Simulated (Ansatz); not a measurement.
# Phonons of CaNiAg in the AlB2 type

Question: is the lattice of CaNiAg in the AlB2 type stable, and if so, what are its coupling constant and resistivity?

Calculated with Ansatz 0.2.0; DFT PBEsol, scalar-relativistic, plane waves, PAW; PAW set soft_1.

Report form: the programs' logs are mostly left out.

The structure was built from a prototype and need not be the compound's stable phase.

## (1) Starting point

Symmetry: P-6m2, No. 187, hexagonal system. Conventional cell: a = 4.283 Å, b = 4.283 Å, c = 4.497 Å, α = 90.00°, β = 90.00°, γ = 120.00°. Nearest to Ca lie 6 Ag at 3.34 Å and 6 Ni at 3.34 Å. Nearest to Ag lie 3 Ni at 2.47 Å and 6 Ca at 3.34 Å. Ni has 3 Ag at 2.47 Å and 6 Ca at 3.34 Å nearest. Farther neighbours are not listed.

## (2) Relaxation

The structure is brought to rest under this functional.

The input, input.yaml:

```yaml
crystal:
  lattice:
    - [4.28299, 0.0, 0.0]
    - [-2.1415, 3.70918, 0.0]
    - [0.0, 0.0, 4.49714]
  atoms:
    - { symbol: Ca, position: [0.0, 0.0, 0.0] }
    - { symbol: Ag, position: [0.33333333, 0.66666667, 0.5] }
    - { symbol: Ni, position: [0.66666667, 0.33333333, 0.5] }
kpoints:
  mp_grid: { grid: [9, 9, 8] }
hamiltonian:
  xc: pbesol
  pseudopotentials: { kind: paw, azcp: { folder: soft_1 }, xc_functional: pbe }
scf:
  occupations: { method: gaussian, width: 0.1 }
output:
  forces: true
  stress: true
  eigenvalues: true
relax:
  adjacent_minimum: "off"
  f_tol: 0.005
  max_steps: 80
  cell: { stress_tol: 0.05 }
```

Run with:

```console
$ ansatz run input.yaml --threads 4 --pin off --max-ram 12288MiB --backend cpu --events-out ev --progress --plain --runs-dir out
```

Elapsed: 38 s, on 4 threads of Intel Xeon Platinum 8259CL at 2.50GHz (Skylake/Cascade Lake), shared host; peak memory 0.64 GiB.

This run has no spin polarisation, although Ni can carry a moment.

Relaxation path:

```
step  energy less that of the first step (eV)  largest force component (eV/Å)  pressure (GPa)  volume (Å³)
   1                                   0.0000                          0.0000           -5.83        71.44
   2                                  -0.1904                          0.0000           -3.00        66.17
   3                                  -0.2863                          0.0000           -0.47        62.33
   4                                  -0.3242                          0.0000            0.86        59.86
   5                                  -0.3295                          0.0000            0.29        59.96
   6                                  -0.3306                          0.0000            0.01        59.92
  7*                                  -0.3289                          0.0000            0.01        59.92
```

Relaxation steps marked * repeat the geometry before them on a plane-wave basis chosen anew for their cell, so energy and pressure can jump there.

Forces are held to the 12 operations that the run works with; a distortion that breaks them can't arise in this run.

```
     cell as run  before  after   change
           a (Å)   4.283  4.294   +0.3 %
           b (Å)   4.283  4.294   +0.3 %
           c (Å)   4.497  3.752  -16.6 %
volume (Å³/atom)   23.81  19.97  -16.1 %
```

Final coordinates:

```
Ca Ag Ni
1.0
     4.29396    0.00000    0.00000
    -2.14698    3.71867    0.00000
     0.00000    0.00000    3.75226
Ca Ag Ni
1 1 1
Direct
  0.00000 0.00000 0.00000
  0.33333 0.66667 0.50000
  0.66667 0.33333 0.50000
```

Numbers from this step:

- pressure: 0.01164 GPa
- volume per atom: 19.97 Å³/atom
- metallic on mesh: yes
- gap on the k-mesh: 0 eV

The largest force is now zero by symmetry and the largest stress component 0.031 GPa.

## (3) Relaxing cell and atoms

The relaxation is repeated from the new cell as a check.

input.yaml, the sections that differ from step 2:

```yaml
crystal:
  lattice:
    - [4.2939563382, 2.8941e-06, 0.0]
    - [-2.1469806755, 3.7186738245, 0.0]
    - [0.0, 0.0, 3.752262613]
  atoms:
    - { symbol: Ca, position: [0.0, 0.0, 0.0] }
    - { symbol: Ag, position: [0.3333333333, 0.6666666667, 0.5] }
    - { symbol: Ni, position: [0.6666666667, 0.3333333333, 0.5] }
# kpoints, hamiltonian, scf, output, relax: as in step 2
```

The job ended after 6.7 s (4 threads; peak memory 0.61 GiB; 24 s of CPU time).

Little changed from the start: no atom moved by 0.005 Å and no cell edge by 0.1 %.

The largest force is now zero by symmetry and the largest stress component 0.031 GPa.

## (4) Relaxing tightly for phonons

No force is left; the cell is relaxed once more with another smearing and tight thresholds.

input.yaml: that of step 3 with these lines changed.

```diff
@@ -15,3 +15,3 @@
 scf:
-  occupations: { method: gaussian, width: 0.1 }
+  occupations: { method: methfessel_paxton, width: 0.2 }
 output:
@@ -22,4 +22,4 @@
   adjacent_minimum: "off"
-  f_tol: 0.005
-  max_steps: 80
-  cell: { stress_tol: 0.05 }
+  f_tol: 0.001
+  max_steps: 60
+  cell: { stress_tol: 0.01 }
```

The job ended after 12 s (4 threads; peak memory 0.62 GiB).

Little changed from the start: no atom moved by 0.005 Å and no cell edge by 0.1 %.

This step gave:

* pressure: 0.001366 GPa

The largest force is now zero by symmetry and the largest stress component 0.0036 GPa, small enough for phonons.

## (5) Phonons: q 2×2×2, k 4×4×4

Couplings are defined for a stable lattice alone, so phonons come first.

The input, input.yaml:

```yaml
crystal:
  lattice:
    - [4.2939304966, 2.8941e-06, 0.0]
    - [-2.1469677547, 3.7186514451, 0.0]
    - [0.0, 0.0, 3.7517635024]
  atoms:
    - { symbol: Ca, position: [0.0, 0.0, 0.0] }
    - { symbol: Ag, position: [0.3333333333, 0.6666666667, 0.5] }
    - { symbol: Ni, position: [0.6666666667, 0.3333333333, 0.5] }
kpoints:
  mp_grid: { grid: [4, 4, 4] }
hamiltonian:
  xc: pbesol
  pseudopotentials: { kind: paw, azcp: { folder: soft_1 }, xc_functional: pbe }
scf:
  occupations: { method: methfessel_paxton, width: 0.2 }
output:
  eigenvalues: true
phonons:
  method: dfpt
  qmesh: [2, 2, 2]
  temperatures: { t_max: 1000, t_step: 50 }
  qpath:
    path:
      - [[0.0, 0.0, 0.0], [0.5, 0.0, 0.0], [0.33333333, 0.33333333, 0.0], [0.0, 0.0, 0.0], [0.0, 0.0, 0.5], [0.5, 0.0, 0.5], [0.33333333, 0.33333333, 0.5], [0.0, 0.0, 0.5]]
      - [[0.5, 0.0, 0.5], [0.5, 0.0, 0.0]]
      - [[0.33333333, 0.33333333, 0.5], [0.33333333, 0.33333333, 0.0]]
    npoints: 10
```

Elapsed: 45 s, on 4 threads; peak memory 0.69 GiB.

This step gave:

```
share of imaginary modes in the plain interpolation between solved wavevectors : 0.0269
highest frequency, solved or plainly interpolated                              : 233.9 cm⁻¹
```

Solved on the 2×2×2 mesh alone; all other wavevectors are interpolated. Phonon branches along the path, in cm⁻¹:

```
    point  branch 1  branch 2  branch 3  branch 4  branch 5  branch 6  branch 7  branch 8  branch 9
        Γ         0         0         0        99       155       155       178       219       219
  halfway        40        44        91        95       145       154       175       210       222
        M        57        76        83       130       136       165       170       190       225
  halfway        64        79        85       120       145       167       168       189       223
        K        70        82        86       115       148       166       175       183       222
  halfway        47        51        94       100       145       152       174       208       223
        Γ         0         0         0        99       155       155       178       219       219
  halfway        46        46        52        80       148       148       184       217       217
        A        48        69        69        73       139       139       192       214       214
  halfway        15        55        69        94       143       153       192       211       217
        L       -54        54        69       128       147       162       172       216       219
  halfway       -48        40        67       136       149       162       175       199       230
        H       -28       -21        66       146       150       163       178       185       234
  halfway       -12        49        68       101       145       155       195       202       222
        A        48        69        69        73       139       139       192       214       214
jump to L       -54        54        69       128       147       162       172       216       219
  halfway        38        64        69       129       141       163       173       202       222
        M        57        76        83       130       136       165       170       190       225
jump to H       -28       -21        66       146       150       163       178       185       234
  halfway        50        57        68       127       157       168       178       181       227
        K        70        82        86       115       148       166       175       183       222
```

Lowest modes at the softest wavevector of the mesh. The modes at q = (0.500, 0.500, 0.500) (shares of kinetic energy by element, %) (negative means imaginary):

```
mode  frequency (cm⁻¹)  Ca %  Ag %  Ni %
   1             -54.2    19    40    42
   2              53.9     3    42    55
   3              68.6     0    64    36
   4             128.1     9    79    12
   5             147.1   100     0     0
   6             161.7    79    18     3
```

Displacements in mode 1 (-54.2 cm⁻¹), the largest set to 1, in the home cell:
```
Ca1 -0.70  0.40  0.00
Ag2  0.00  0.00  0.72
Ni3  0.00  0.00 -1.00
```

Displacements in mode 2 (53.9 cm⁻¹), the largest set to 1, in the home cell:
```
Ca1  0.23 -0.13  0.00
Ag2  0.00  0.00 -0.65
Ni3  0.00  0.00 -1.00
```

Among the solved wavevectors the lowest mode, translations apart, is -54.2 cm⁻¹, imaginary.

## (6) Phonons by linear response: q 3×3×2, k 6×6×6

An imaginary mode on so few k-points may come from the sampling, so the phonons are repeated with another q and k mesh.

input.yaml: that of step 5 with these lines changed.

```diff
@@ -10,3 +10,3 @@
 kpoints:
-  mp_grid: { grid: [4, 4, 4] }
+  mp_grid: { grid: [6, 6, 6] }
 hamiltonian:
@@ -20,3 +20,3 @@
   method: dfpt
-  qmesh: [2, 2, 2]
+  qmesh: [3, 3, 2]
   temperatures: { t_max: 1000, t_step: 50 }
```

It took 3.3 min on 4 threads; peak memory 1.1 GiB; 12 min of CPU time.

This step gave:

```
share of imaginary modes in the plain interpolation between solved wavevectors : 0.0182
highest frequency, solved or plainly interpolated                              : 237.8 cm⁻¹
```

Solved on the 3×3×2 mesh alone; all other wavevectors are interpolated. The phonon branches at the labelled points (cm⁻¹):

```
    point  branch 1  branch 2  branch 3  branch 4  branch 5  branch 6  branch 7  branch 8  branch 9
        Γ         0         0         0       101       156       156       178       223       223
  halfway        39        47        92        97       147       156       175       214       227
        M        61        77        84       128       136       170       170       194       229
  halfway        62        80        86       117       147       167       172       192       230
        K        64        84        88       112       151       164       179       186       231
  halfway        43        54        96       101       147       155       173       211       228
        Γ         0         0         0       101       156       156       178       223       223
  halfway        47        47        55        84       150       150       191       223       223
        A        59        70        70        73       140       140       206       224       224
  halfway        33        59        70        90       145       153       202       216       225
        L       -47        54        73       127       149       163       178       216       226
  halfway       -42        40        65       138       149       165       181       204       234
        H       -26       -18        59       149       150       167       183       192       238
  halfway        27        53        67       100       146       156       202       209       228
        A        59        70        70        73       140       140       206       224       224
jump to L       -47        54        73       127       149       163       178       216       226
  halfway        44        68        70       128       142       166       177       204       228
        M        61        77        84       128       136       170       170       194       229
jump to H       -26       -18        59       149       150       167       183       192       238
  halfway        52        59        61       125       160       170       180       184       234
        K        64        84        88       112       151       164       179       186       231
```

Lowest modes at the softest wavevector of the mesh. Modes at q = (-0.333, -0.333, 0.500), with each element's share of the kinetic energy (negative means imaginary):

```
mode  frequency (cm⁻¹)  Ca %  Ag %  Ni %
   1             -26.5    20    80     0
   2             -17.9     6     0    94
   3              58.8     2    65    33
   4             149.4     0   100     0
   5             149.5    94     0     6
   6             166.8    80    20     0
```

Displacements in mode 1 (-26.5 cm⁻¹), the largest set to 1, in the home cell (x, y, z of the real part, then of the imaginary part):
```
Ca1 0.00 0.57 0.00 0.57 0.00 0.00
Ag2 0.00 0.00 1.00 0.00 0.00 0.00
Ni3 0.00 0.00 0.00 0.00 0.00 0.00
```

Displacements in mode 4 (149.4 cm⁻¹), the largest set to 1, in the home cell (x, y, z of the real part, then of the imaginary part):
```
Ca1  0.00  0.00  0.00  0.00  0.00  0.00
Ag2  0.87 -0.50  0.00 -0.50 -0.87  0.00
Ni3  0.00  0.00  0.00  0.00  0.00  0.00
```

The modes has structure finer than the step of the table below, so its rows give means over 10 cm⁻¹, whole bins alone (the curve runs from -55.3 to 255 cm⁻¹). Peaks (cm⁻¹: height): Ag 61.8: 0.0546, 124.2: 0.0207, 227.5: 0.0390; Ca 147.6: 0.0968; Ni 61.8: 0.0323, 227.5: 0.0662.

Phonopy on the run's constants, 15x15x15 mesh, Gaussian sigma 2.2 cm⁻¹. The modes by wavenumber; means over each step; values in 1/cm⁻¹/cell:

```
wavenumber (cm⁻¹)       Ag       Ca       Ni
              -50   2.4e-4   9.9e-5   2.2e-4
              -40  0.00186   7.2e-4  0.00171
              -30  0.00270   9.5e-4  0.00229
              -20  0.00177   5.9e-4  0.00151
              -10   7.5e-4   2.4e-4   6.4e-4
                0   4.2e-4   1.4e-4   3.6e-4
               10  0.00149   4.9e-4  0.00121
               20  0.00383  0.00120  0.00308
               30  0.00667  0.00197  0.00506
               40   0.0167  0.00418   0.0123
               50   0.0206  0.00388   0.0162
               60   0.0444  0.00439   0.0286
               70   0.0352  0.00181   0.0247
               80   0.0144   8.4e-4   0.0170
               90   0.0127   6.7e-4   0.0175
              100  0.00941   6.0e-4  0.00700
              110   0.0113  0.00255  0.00344
              120   0.0187  0.00711  0.00387
              130  0.00978  0.00324  0.00170
              140  0.00340   0.0266  0.00259
              150  0.00629   0.0774  0.00732
              160  0.00674   0.0500  0.00320
              170  0.00410   0.0317  0.00277
              180  0.00253   0.0269   0.0118
              190  0.00374   0.0185   0.0156
              200  0.00733   0.0179   0.0182
              210  0.00981  0.00917   0.0173
              220   0.0141  0.00189   0.0241
              230   0.0273  0.00360   0.0460
              240  0.00165   6.0e-4  0.00260
```

No LO-TO term; unit eigenvectors of the mass-weighted matrix. Modes at Γ, with each element's share of the kinetic energy:

```
mode  frequency (cm⁻¹)  symmetry  Ca %  Ag %  Ni %
   1               0.0   unnamed    19    52    28
   2               0.0   unnamed    19    52    28
   3               0.0   unnamed    19    52    28
   4             101.4      A2''     0    37    63
   5             156.4        E'    80    11     9
   6             156.4        E'    80    11     9
   7             178.3      A2''    80    11     9
   8             223.0        E'     0    37    63
   9             223.0        E'     0    37    63
```

Displacements in mode 4 (101.4 cm⁻¹), the largest set to 1:
```
Ca1  0.00  0.00  0.06
Ag2  0.00  0.00 -0.57
Ni3  0.00  0.00  1.00
```

Displacements in mode 8 (223.0 cm⁻¹), the largest set to 1:
```
Ca1  0.07  0.00  0.00
Ag2 -0.57  0.00  0.00
Ni3  1.00  0.00  0.00
```

Among the solved wavevectors the lowest mode, translations apart, is -26.5 cm⁻¹, imaginary.

## (7) Outcome

| Item | Value |
| --- | --- |
| phonon run of the rows without a label of their own | PBEsol, q 3×3×2, k 6×6×6 |
| softest mode on the q mesh | -26.5 cm⁻¹ at q = (-0.333, -0.333, 0.5) |
| highest frequency, solved or plainly interpolated | 238 cm⁻¹ |

The lattice is dynamically unstable at this level: a mode at q = (-0.333, -0.333, 0.5) is imaginary, 26.5i cm⁻¹, so no harmonic coupling constant or resistivity is defined for this structure. These meshes are coarse, and single modes of a metal can move by tens of cm⁻¹ with the k mesh. The coarser mesh found an imaginary mode at another wavevector, which this mesh lacks. The phonon runs are not spin-polarised. The PAW files were made for PBE; under other functionals the run regenerates their frozen core. The structure was built by hand as an ordered model, and its stability against other phases was not tested.

[Logs are printed without paths, hosts, clocks, repeated set-up lines and the standing remarks that a program may print on its own settings, such as how far it seeks lower states.]

[Hosts, paths, dates, database ids (printed as entryN), source tags and the programs' standing remarks are cut or masked in the printed files.]
